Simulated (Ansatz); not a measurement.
# Work function of W(100): what the settings cost and change

Aim: the work function of W(100) across levels of theory at one geometry.

Method: plane-wave DFT, PBE, Ansatz PAW, in the first sound run; inputs show where later runs differ, in Ansatz 0.2.0.

### Step 1. Starting point

The cell holds 7 atoms: 7 W. Its edges and angles: a = 3.160 Å, b = 3.160 Å, c = 27.480 Å, α = 90.0°, β = 90.0°, γ = 90.0°. Vacuum lies along c.

### Step 2. Slab, setting PBE, Ansatz PAW (420 eV)

A work function rests on the faint tail of the density, so the SCF threshold is tight. PBE on the default files comes first; the next runs keep the geometry and change functional or files, each at the cutoff that its files recommend; a relaxation and, for heavy metals, spin-orbit coupling close the ladder.

Contents of input.yaml:

```yaml
crystal:
  lattice:
    - [3.16, 0.0, 0.0]
    - [0.0, 3.16, 0.0]
    - [0.0, 0.0, 27.48]
  atoms:
    - { symbol: W, position: [0.0, 0.0, 0.327510917] }
    - { symbol: W, position: [0.5, 0.5, 0.385007278] }
    - { symbol: W, position: [0.0, 0.0, 0.442503639] }
    - { symbol: W, position: [0.5, 0.5, 0.5] }
    - { symbol: W, position: [0.0, 0.0, 0.557496361] }
    - { symbol: W, position: [0.5, 0.5, 0.614992722] }
    - { symbol: W, position: [0.0, 0.0, 0.672489083] }
kpoints:
  mp_grid: { grid: [13, 13, 1] }
hamiltonian:
  xc: pbe
scf:
  occupations: { method: fermi_dirac, width: 0.1 }
  convergence: { dr2_threshold: 1.0e-09 }
efield:
  axis: 3
  dipole_correction: true
  ramp_position: 0.97
  ramp_width: 0.06
output:
  write_potential: true
  write_density: true
  volumetric_format: npy
  elf: true
```

Started as:

```sh
$ ansatz run input.yaml --threads 2 --pin off --max-ram 3072MiB --backend cpu --events-out ev --progress --plain --runs-dir out
```

The log of the run:

```text
Engine: ansatz 0.2.0, aarch64-unknown-linux-gnu
Pseudopotentials: kind: paw
Pseudopotential: W, paw, valence charge 14, recommended cutoff 420 eV (normal), W.paw.azcp
Functional definition: PBE
  parameter kappa = 0.804
  parameter beta = 0.066725
  exchange = pbe_x(kappa = kappa, mu = beta*pi^2/3)
  correlation = pbe_c(beta = beta)
Crystal: 7 atoms, lattice volume = 274.404 Å³
Basis set: ecut = 420 eV, 5379 PW (Γ)
Bands: 59, of which v1, the nominal top of the filled ones, is band 49 counted from 1 (48 counted from 0)
Symmetry: 8 space group operations
k-points: 28 of 169
Non-local potential: W, projectors of the file, l = 0: 3, l = 1: 2, l = 2: 2, l = 3: 1
PAW form: soft (Blöchl's): semilocal exchange-correlation on the pseudo side does not see the compensation charge
PAW one-centre angular grid: W, 590 points (default); XC on 64 Gauss nodes
Initial density: superposition of atomic densities (neutral atoms: chi_scale 0, normalization atom), corrected by the library's trained network
Initial wavefunctions: pseudopotential atomic-orbital guess
Functional: x = pbe(κ = 0.804, μ = 0.219515), c = pbe(β = 0.066725)
SCF iter   1: F=—  HF=-72688.608949 eV  |F-HF|=—  |Δ(HF+E_count)|=         —  Δρ=5.43e-3  dr2=1.78e-1  ethr=1.77e-3  p=0.000 e·Å  D=2.35e-14 V/Å  ΔV_dip=-0.00 eV  dr2_dipole=1.14e-7  V_vac-E_F(+/−)=4.30/4.30 eV  ⟨swp⟩=8.6  Hψ=7708  notcnv=0
efield: sawtooth ramp at fractional position 0.9700 (set: `efield.ramp_position`, or a place that a band, a saddle search or an elastic batch's reference lends), width 0.0600; the density the first Hamiltonian is built on has a dipole p = 0.000 e·Å; the dipole correction subtracts the counter field D = 2.35e-14 V/Å, which shifts the + side's vacuum level by -0.00 eV against the − side's; the planar-averaged density in the ramp window peaks in size at 1.1e-5 e/Å³
preconditioner: auto → LDOS  [metal: Δε(μ)=0.043 eV  Ē_g=4.512 eV  σ=0.100 eV  W_gap=0.11  n_scr=64 (ndim 8)  ℏωp=14.5 eV  f_vac=0.520  D(μ)=6.53/eV (n_scr^D=38)  β→1.0]
SCF iter   2: F=—  HF=-72688.599090 eV  |F-HF|=—  |Δ(HF+E_count)|=   9.86e-3  Δρ=4.28e-3  dr2=1.07e-1  ethr=1.81e-4  p=-0.000 e·Å  D=-6.21e-7 V/Å  ΔV_dip=0.00 eV  dr2_dipole=2.46e-8  V_vac-E_F(+/−)=4.21/4.21 eV  ⟨swp⟩=2.4  Hψ=2871  notcnv=0
SCF iter   3: F=—  HF=-72688.588340 eV  |F-HF|=—  |Δ(HF+E_count)|=   1.08e-2  Δρ=1.45e-3  dr2=1.42e-2  ethr=1.09e-4  p=0.000 e·Å  D=1.09e-6 V/Å  ΔV_dip=-0.00 eV  dr2_dipole=2.65e-8  V_vac-E_F(+/−)=4.22/4.22 eV  ⟨swp⟩=2.2  Hψ=2549  notcnv=0
SCF iter   4: F=—  HF=-72688.587617 eV  |F-HF|=—  |Δ(HF+E_count)|=   7.23e-4  Δρ=3.63e-4  dr2=5.62e-4  ethr=1.45e-5  p=-0.000 e·Å  D=-5.24e-7 V/Å  ΔV_dip=0.00 eV  dr2_dipole=1.67e-9  V_vac-E_F(+/−)=4.21/4.21 eV  ⟨swp⟩=2.2  Hψ=2234  notcnv=0
SCF iter   5: F=—  HF=-72688.587690 eV  |F-HF|=—  |Δ(HF+E_count)|=   7.30e-5  Δρ=1.43e-4  dr2=4.99e-5  ethr=5.73e-7  p=-0.000 e·Å  D=-5.68e-7 V/Å  ΔV_dip=0.00 eV  dr2_dipole=4.54e-12  V_vac-E_F(+/−)=4.21/4.21 eV  ⟨swp⟩=2.6  Hψ=2447  notcnv=0
SCF iter   6: F=—  HF=-72688.587752 eV  |F-HF|=—  |Δ(HF+E_count)|=   6.27e-5  Δρ=5.76e-5  dr2=2.67e-5  ethr=5.09e-8  p=-0.000 e·Å  D=-2.39e-7 V/Å  ΔV_dip=0.00 eV  dr2_dipole=1.25e-12  V_vac-E_F(+/−)=4.21/4.21 eV  ⟨swp⟩=2.9  Hψ=3160  notcnv=0
SCF iter   7: F=—  HF=-72688.587756 eV  |F-HF|=—  |Δ(HF+E_count)|=   3.47e-6  Δρ=1.38e-5  dr2=4.78e-7  ethr=2.73e-8  p=-0.000 e·Å  D=-1.56e-7 V/Å  ΔV_dip=0.00 eV  dr2_dipole=2.33e-11  V_vac-E_F(+/−)=4.20/4.20 eV  ⟨swp⟩=2.0  Hψ=2239  notcnv=0
SCF iter   8: F=—  HF=-72688.588091 eV  |F-HF|=—  |Δ(HF+E_count)|=   3.35e-4  Δρ=6.15e-6  dr2=2.21e-7  ethr=4.87e-10  p=-0.000 e·Å  D=-3.65e-8 V/Å  ΔV_dip=0.00 eV  dr2_dipole=1.08e-12  V_vac-E_F(+/−)=4.21/4.21 eV  ⟨swp⟩=3.3  Hψ=3535  notcnv=0
SCF iter   9: F=—  HF=-72688.588091 eV  |F-HF|=—  |Δ(HF+E_count)|=   4.27e-8  Δρ=1.67e-6  dr2=1.76e-8  ethr=2.25e-10  p=-0.000 e·Å  D=-9.80e-9 V/Å  ΔV_dip=0.00 eV  dr2_dipole=9.18e-14  V_vac-E_F(+/−)=4.21/4.21 eV  ⟨swp⟩=2.7  Hψ=2965  notcnv=0
SCF iter  10: F=—  HF=-72688.588091 eV  |F-HF|=—  |Δ(HF+E_count)|=   1.06e-8  Δρ=5.19e-7  dr2=2.34e-9  ethr=1.79e-11  p=-0.000 e·Å  D=-2.77e-10 V/Å  ΔV_dip=0.00 eV  dr2_dipole=2.92e-14  V_vac-E_F(+/−)=4.21/4.21 eV  ⟨swp⟩=3.2  Hψ=3377  notcnv=0
SCF iter  11: F=-72688.588091 eV  HF=-72688.588091 eV  |F-HF|=8.73e-11  |Δ(HF+E_count)|=   2.18e-9  Δρ=2.56e-7  dr2=2.80e-10  ethr=1.02e-12  p=0.000 e·Å  D=1.72e-9 V/Å  ΔV_dip=-0.00 eV  dr2_dipole=1.04e-13  V_vac-E_F(+/−)=4.21/4.21 eV  ⟨swp⟩=5.1  Hψ=4089  notcnv=0
SCF 1 converged in 11 iterations: F = -72688.588091 eV  dr2 = 2.80e-10
  greatest PAW one-centre occupation: 1.000 electrons in one spin orbital (limit 2), on the W atom at site 6 (counted from 0), in its partial waves of l = 0
WARN: The output density's exchange-correlation potential varies sharply where the density is thin. Do not read a vacuum level from v_tot or v_xc, or from such a field of the output density. On a cell that repeats whose density bears no net charge and no dipole along the vacuum's axis use v_es (v_loc + v_h of the components); under efield.dipole_correction with no amplitude use v_es + v_field, which holds any externa [...]
SCF converged after 11 iterations
Free energy (F): -72688.588091 eV
Harris-Foulkes:  -72688.588091 eV  (|F-HF|=8.73e-11)
Internal energy: -72688.371975 eV  (E = F + TS)
E sigma→0 (E₀):  -72688.480033 eV
Entropy (-TS):   -0.216116 eV (-30.874 meV/atom)
Fermi energy:    6.687599 eV
Dipole field:    D = -0.000000 V/Å  (p = -0.000001 e·Å, saw-weighted, corrected)
Work function:   Φ+ = 4.2063 eV   Φ− = 4.2062 eV
Levels:          The Fermi level and band energies are counted from a zero that moves with the ramp; work functions are not
--- Per-component energies (eV) ---
  E_band       = -2105.617781
  E_kinetic    = 3138.244167
  E_local      = -147076.416724  (includes V_loc(G=0)·N_el)
  E_nonlocal   = 8.472010
  E_hartree    = 72180.284087
  E_xc         = -1860.998316
  E_vxc        = -1661.531197  (∫ρ·V_xc dr)
  E_paw        = -59937.714311  (= ΣΔE_a)
  E_vpaw       = -874.954278  (= ΣTr[D̂ρ^β])
  E_aug_tail   = -0.000408  (compensation charges beyond the density's cutoff)
  E_efield     = 0.000000  (sawtooth field / dipole correction)
  E_vefield    = 0.000000  (∫n·V_field dr)
  E_ewald      = 60859.757521
  E_smearing   = -0.216116  (= −TS)
  E_closure    = 0.000000  (closes the sum)
  Σ components = -72688.588091   (vs F -72688.588091, Δ=0.00e0)
--- Band table (eV; the first three rows and the last of 28) ---
  k-point 0: bands = [... 45 lower, 6.0550, 6.0550, 6.3780, 6.3804, 6.4315, 6.7060, 6.7060, 7.3441, ... 6 higher]
  k-point 1: bands = [... 45 lower, 6.1091, 6.1228, 6.3135, 6.4579, 6.4774, 6.6636, 7.0324, 7.4245, ... 6 higher]
  k-point 2: bands = [... 45 lower, 5.9441, 6.0066, 6.4449, 6.5348, 6.7730, 6.7863, 7.4847, 7.4897, ... 6 higher]
  k-point 27: bands = [... 45 lower, 6.2832, 6.3229, 8.4983, 8.4989, 8.5470, 8.5910, 8.5993, 8.7274, ... 6 higher]
```

Wall time 72 s (2 threads of Arm Neoverse N1, shared host); peak memory 0.75 GiB; 2.3 min of CPU time.

Read from the output:

```
energy at zero smearing   : -72688.4800 eV
work function, upper face : 4.206 eV
```

Running mean over 1.58 Å of the planar mean; the ramp of the sawtooth is left out. Table of electron's electrostatic potential energy less the Fermi level by z:

```tsv
z (Å)	electron's electrostatic potential energy less the Fermi level (eV)
3.5	4.21
4.0	4.21
4.5	4.20
5.0	4.20
5.5	4.18
6.0	4.12
6.5	3.93
7.0	3.38
7.5	1.67
8.0	-2.56
8.5	-7.94
9.0	-11.3
9.5	-12.1
10.0	-12.3
10.5	-12.5
11.0	-12.6
11.5	-12.7
12.0	-12.7
12.5	-12.6
13.0	-12.6
13.5	-12.6
14.0	-12.6
14.5	-12.6
15.0	-12.6
15.5	-12.7
16.0	-12.7
16.5	-12.6
17.0	-12.5
17.5	-12.3
18.0	-12.1
18.5	-11.2
19.0	-7.75
19.5	-2.35
20.0	1.78
20.5	3.41
21.0	3.94
21.5	4.12
22.0	4.18
22.5	4.20
23.0	4.20
23.5	4.21
24.0	4.21
```

Electrostatic potential energy in the ca plane at fractional y = 0.000, with atoms of W within 0.2 Å of it. With pseudopotentials it is smooth inside the atoms' cores, unlike the true potential.

Values in eV, 5 rows by 16 columns, each cell a mean:
```
  0 -46 -21   4 -39 -31   5 -31 -39   4 -21 -46   0  10  11  11
  7  -5   2   7  -3  -1   7  -1  -3   7   2  -5   7  10  11  11
  9   6   7   7   6   6   7   6   6   7   7   6   9  11  11  11
  5 -17  -3   6 -14  -9   7  -9 -14   6  -3 -17   5  10  11  11
 -2 -53 -26   3 -46 -37   5 -37 -46   3 -26 -53  -2  10  11  11
```
Columns run along c (16.0 Å, from fractional 0.27 to 0.85 of the cell; values clipped at the 3rd and 97th percentile), rows up along a (3.2 Å). Atoms in or near the plane, at fractional coordinates: W at (0.33, 0.00), W at (0.44, 0.00), W at (0.56, 0.00), W at (0.67, 0.00).

ELF in the ca plane at fractional y = 0.000, with atoms of W within 0.2 Å of it. It is the smooth field of the valence electrons, not physical close to the nuclei.

Values, 5 rows by 16 columns, each cell a mean:
```
0.18 0.57 0.43 0.34 0.51 0.47 0.35 0.47 0.51 0.34 0.43 0.57 0.18 0.06 0.02 0.00
0.23 0.29 0.36 0.44 0.29 0.32 0.47 0.32 0.29 0.44 0.36 0.29 0.23 0.12 0.02 0.00
0.33 0.33 0.42 0.42 0.39 0.42 0.43 0.42 0.39 0.42 0.42 0.33 0.33 0.16 0.03 0.00
0.19 0.40 0.36 0.43 0.35 0.34 0.46 0.34 0.35 0.43 0.36 0.40 0.19 0.10 0.02 0.00
0.18 0.47 0.43 0.30 0.47 0.45 0.30 0.45 0.47 0.30 0.43 0.47 0.18 0.06 0.01 0.00
```
Columns run along c (16.0 Å, from fractional 0.27 to 0.85 of the cell), rows up along a (3.2 Å). Atoms in or near the plane, at fractional coordinates: W at (0.33, 0.00), W at (0.44, 0.00), W at (0.56, 0.00), W at (0.67, 0.00).

Valence density in the ca plane at fractional y = 0.000, with atoms of W within 0.2 Å of it. It is the smooth field of the valence electrons, not physical close to the nuclei.

Values in e/Å³, 5 rows by 16 columns, each cell a mean:
```
0.3 3.8 1.7 0.3 3.1 2.5 0.3 2.5 3.1 0.3 1.7 3.8 0.3 0.0 0.0 0.0
0.1 0.6 0.4 0.3 0.6 0.5 0.3 0.5 0.6 0.3 0.4 0.6 0.1 0.0 0.0 0.0
0.1 0.2 0.3 0.3 0.3 0.3 0.3 0.3 0.3 0.3 0.3 0.2 0.1 0.0 0.0 0.0
0.1 1.3 0.7 0.3 1.1 0.9 0.3 0.9 1.1 0.3 0.7 1.3 0.1 0.0 0.0 0.0
0.4 4.3 2.2 0.3 3.6 3.0 0.3 3.0 3.6 0.3 2.2 4.3 0.4 0.0 0.0 0.0
```
Columns run along c (16.0 Å, from fractional 0.27 to 0.85 of the cell), rows up along a (3.2 Å). Atoms in or near the plane, at fractional coordinates: W at (0.33, 0.00), W at (0.44, 0.00), W at (0.56, 0.00), W at (0.67, 0.00).

The work function is 4.206 eV.

### Step 3. Run

This step: plane-wave DFT, LDA, Ansatz PAW (Ansatz 0.2.0).

input.yaml, as its differences from that of step 2:

```diff
@@ -16,3 +16,3 @@
 hamiltonian:
-  xc: pbe
+  xc: lda
 scf:
@@ -29,2 +29 @@
   volumetric_format: npy
-  elf: true
```

The log of the run:

```text
[...]
Crystal: 7 atoms, lattice volume = 274.404 Å³
Basis set: ecut = 420 eV, 5379 PW (Γ)
Bands: 59, of which v1, the nominal top of the filled ones, is band 49 counted from 1 (48 counted from 0)
Symmetry: 8 space group operations
k-points: 28 of 169
[...]
k-point 0: bands = [... 45 lower, 5.7345, 5.7345, 6.0353, 6.0561, 6.1082, 6.3910, 6.3910, 6.9817, ... 6 higher]
  k-point 1: bands = [... 45 lower, 5.7805, 5.8005, 5.9769, 6.1370, 6.1561, 6.3268, 6.7145, 7.0696, ... 6 higher]
  k-point 2: bands = [... 45 lower, 5.6196, 5.6849, 6.1165, 6.2075, 6.4440, 6.4505, 7.1594, 7.1646, ... 6 higher]
  k-point 27: bands = [... 45 lower, 6.0365, 6.0762, 8.1835, 8.1922, 8.2082, 8.2543, 8.3106, 8.4319, ... 6 higher]
[key lines of the parts left out:]
SCF converged after 11 iterations
Free energy (F): -70902.977787 eV
Fermi energy:    6.368975 eV
Dipole field:    D = -0.000000 V/Å  (p = -0.000000 e·Å, saw-weighted, corrected)
Work function:   Φ+ = 4.4969 eV   Φ− = 4.4968 eV
```

Run time: 69 s. Hardware: 2 threads; peak memory 0.74 GiB.

The work function is 4.497 eV, +0.291 eV from the run “PBE, Ansatz PAW (420 eV)”, at 0.98 times its CPU time.

### Step 4. Slab

This step: plane-wave DFT, PBEsol, Ansatz PAW (Ansatz 0.2.0).

input.yaml, as its differences from that of step 3:

```diff
@@ -16,3 +16,3 @@
 hamiltonian:
-  xc: lda
+  xc: pbesol
 scf:
```

The log of the run:

```text
[...]
Crystal: 7 atoms, lattice volume = 274.404 Å³
Basis set: ecut = 420 eV, 5379 PW (Γ)
Bands: 59, of which v1, the nominal top of the filled ones, is band 49 counted from 1 (48 counted from 0)
Symmetry: 8 space group operations
k-points: 28 of 169
[...]
k-point 0: bands = [... 45 lower, 5.9281, 5.9281, 6.2464, 6.2521, 6.3038, 6.5800, 6.5800, 7.1951, ... 6 higher]
  k-point 1: bands = [... 45 lower, 5.9772, 5.9941, 6.1778, 6.3302, 6.3505, 6.5333, 6.9062, 7.2805, ... 6 higher]
  k-point 2: bands = [... 45 lower, 5.8130, 5.8764, 6.3164, 6.4064, 6.6433, 6.6493, 7.3568, 7.3613, ... 6 higher]
  k-point 27: bands = [... 45 lower, 6.1671, 6.2068, 8.3709, 8.3733, 8.4102, 8.4563, 8.4728, 8.6003, ... 6 higher]
[key lines of the parts left out:]
SCF converged after 10 iterations
Free energy (F): -71790.266449 eV
Fermi energy:    6.556631 eV
Dipole field:    D = 0.000000 V/Å  (p = 0.000000 e·Å, saw-weighted, corrected)
Work function:   Φ+ = 4.3048 eV   Φ− = 4.3048 eV
```

Elapsed: 82 s, on 2 threads; peak memory 0.75 GiB; 2.3 min of CPU time.

The work function is 4.305 eV, +0.099 eV from the run “PBE, Ansatz PAW (420 eV)”, at 1.0 times its CPU time.

### Step 5. Slab

This step: plane-wave DFT, RPBE, Ansatz PAW (Ansatz 0.2.0).

input.yaml, as its differences from that of step 4:

```diff
@@ -16,3 +16,3 @@
 hamiltonian:
-  xc: pbesol
+  xc: rpbe
 scf:
```

The log of the run:

```text
[...]
Crystal: 7 atoms, lattice volume = 274.404 Å³
Basis set: ecut = 420 eV, 5379 PW (Γ)
Bands: 59, of which v1, the nominal top of the filled ones, is band 49 counted from 1 (48 counted from 0)
Symmetry: 8 space group operations
k-points: 28 of 169
[...]
k-point 0: bands = [... 45 lower, 6.1790, 6.1790, 6.5088, 6.5240, 6.5745, 6.8281, 6.8281, 7.4803, ... 6 higher]
  k-point 1: bands = [... 45 lower, 6.2408, 6.2503, 6.4514, 6.5956, 6.6012, 6.7928, 7.1611, 7.5607, ... 6 higher]
  k-point 2: bands = [... 45 lower, 6.0761, 6.1373, 6.5713, 6.6608, 6.9041, 6.9230, 7.6138, 7.6162, ... 6 higher]
  k-point 27: bands = [... 45 lower, 6.3890, 6.4288, 8.6157, 8.6160, 8.6833, 8.7158, 8.7361, 8.8521, ... 6 higher]
[key lines of the parts left out:]
SCF converged after 11 iterations
Free energy (F): -72777.937402 eV
Fermi energy:    6.813455 eV
Dipole field:    D = -0.000001 V/Å  (p = -0.000001 e·Å, saw-weighted, corrected)
Work function:   Φ+ = 4.0519 eV   Φ− = 4.0519 eV
```

It took 92 s on 2 threads; peak memory 0.75 GiB.

The work function is 4.052 eV, -0.154 eV from the run “PBE, Ansatz PAW (420 eV)”, at 1.0 times its CPU time.

### Step 6. Slab

This step: plane-wave DFT, r2SCAN, Ansatz PAW (Ansatz 0.2.0).

input.yaml, as its differences from that of step 5:

```diff
@@ -16,3 +16,3 @@
 hamiltonian:
-  xc: rpbe
+  xc: r2scan
 scf:
```

The log of the run:

```text
[...]
Crystal: 7 atoms, lattice volume = 274.404 Å³
Basis set: ecut = 500 eV, 6921 PW (Γ), exchange–correlation on 96×96×864 points (64 copies of the dense FFT grid, shifted against one another)
Bands: 59, of which v1, the nominal top of the filled ones, is band 49 counted from 1 (48 counted from 0)
Symmetry: 8 space group operations
k-points: 28 of 169
[...]
k-point 0: bands = [... 45 lower, 5.9492, 5.9492, 6.3241, 6.3884, 6.4381, 6.6318, 6.6318, 7.3291, ... 6 higher]
  k-point 1: bands = [... 45 lower, 6.0466, 6.0667, 6.3264, 6.3948, 6.4389, 6.6123, 7.0064, 7.4198, ... 6 higher]
  k-point 2: bands = [... 45 lower, 5.8947, 5.9489, 6.3664, 6.4690, 6.7455, 6.8206, 7.4673, 7.4856, ... 6 higher]
  k-point 27: bands = [... 45 lower, 6.1122, 6.1559, 8.4954, 8.5005, 8.6092, 8.6340, 8.7635, 8.8128, ... 6 higher]
[key lines of the parts left out:]
SCF converged after 12 iterations
Free energy (F): -72775.353031 eV
Fermi energy:    6.645748 eV
Dipole field:    D = 0.000000 V/Å  (p = 0.000000 e·Å, saw-weighted, corrected)
Work function:   Φ+ = 4.1671 eV   Φ− = 4.1671 eV
```

The job ended after 2.9 min (2 threads; peak memory 1.2 GiB; 4.9 min of CPU time).

The work function is 4.167 eV, -0.039 eV from the run “PBE, Ansatz PAW (420 eV)”, at 2.1 times its CPU time.

### Step 7. Run

This step: plane-wave DFT, PBE, JTH PAW (Ansatz 0.2.0).

input.yaml, as its differences from that of step 6:

```diff
@@ -16,3 +16,4 @@
 hamiltonian:
-  xc: r2scan
+  xc: pbe
+  pseudopotentials: { kind: paw, source: jth }
 scf:
```

The log of the run:

```text
[...]
k-point 0: bands = [... 45 lower, 5.7128, 5.7128, 6.0306, 6.0389, 6.0816, 6.3614, 6.3614, 7.0047, ... 6 higher]
  k-point 1: bands = [... 45 lower, 5.7654, 5.7793, 5.9693, 6.1100, 6.1349, 6.3233, 6.6864, 7.0836, ... 6 higher]
  k-point 2: bands = [... 45 lower, 5.5987, 5.6611, 6.1043, 6.1925, 6.4285, 6.4437, 7.1391, 7.1480, ... 6 higher]
  k-point 27: bands = [... 45 lower, 5.9278, 5.9678, 8.1478, 8.1491, 8.1994, 8.2428, 8.2489, 8.3758, ... 6 higher]
[key lines of the parts left out:]
SCF converged after 12 iterations
Free energy (F): -72400.732242 eV
Fermi energy:    6.343247 eV
Dipole field:    D = 0.000000 V/Å  (p = 0.000000 e·Å, saw-weighted, corrected)
Work function:   Φ+ = 4.2091 eV   Φ− = 4.2091 eV
```

Wall time 5.5 min (2 threads); peak memory 2.2 GiB.

The work function is 4.209 eV, +0.003 eV from the run “PBE, Ansatz PAW (420 eV)”, at 4.4 times its CPU time.

### Step 8. Run

This step: plane-wave DFT, PBE, norm-conserving (Ansatz 0.2.0).

input.yaml, as its differences from that of step 7:

```diff
@@ -17,3 +17,3 @@
   xc: pbe
-  pseudopotentials: { kind: paw, source: jth }
+  pseudopotentials: { kind: nc }
 scf:
```

The log of the run:

```text
[...]
Crystal: 7 atoms, lattice volume = 274.404 Å³
Basis set: ecut = 1006.821291 eV, 19939 PW (Γ)
Bands: 59, of which v1, the nominal top of the filled ones, is band 49 counted from 1 (48 counted from 0)
Symmetry: 8 space group operations
k-points: 28 of 169
[...]
k-point 0: bands = [... 45 lower, 6.0249, 6.0249, 6.3474, 6.3487, 6.3985, 6.6751, 6.6751, 7.3143, ... 6 higher]
  k-point 1: bands = [... 45 lower, 6.0784, 6.0922, 6.2826, 6.4252, 6.4472, 6.6336, 7.0006, 7.3942, ... 6 higher]
  k-point 2: bands = [... 45 lower, 5.9132, 5.9751, 6.4147, 6.5049, 6.7406, 6.7552, 7.4524, 7.4586, ... 6 higher]
  k-point 27: bands = [... 45 lower, 6.2446, 6.2847, 8.4605, 8.4611, 8.5135, 8.5574, 8.5612, 8.6889, ... 6 higher]
[key lines of the parts left out:]
SCF converged after 11 iterations
Free energy (F): -14443.275147 eV
Fermi energy:    6.655030 eV
Dipole field:    D = 0.000000 V/Å  (p = 0.000000 e·Å, saw-weighted, corrected)
Work function:   Φ+ = 4.2075 eV   Φ− = 4.2075 eV
```

It took 5.1 min on 2 threads; peak memory 1.9 GiB.

The work function is 4.207 eV, +0.001 eV from the run “PBE, Ansatz PAW (420 eV)”, at 4.2 times its CPU time.

[end of part 1 of 2]

[Long decimals in the printed logs are rounded to 6 places.]

[Logs are printed without paths, hosts, clocks, repeated set-up lines and the standing remarks that a program may print on its own settings, such as how far it seeks lower states.]

[Hosts, paths, dates, database ids (printed as entryN), source tags and the programs' standing remarks are cut or masked in the printed files.]

[Maps of the electrostatic potential energy from Ansatz leave out the sawtooth potential of an applied field or a dipole correction, so their vacuum need not be flat; planar profiles and work functions include it.]
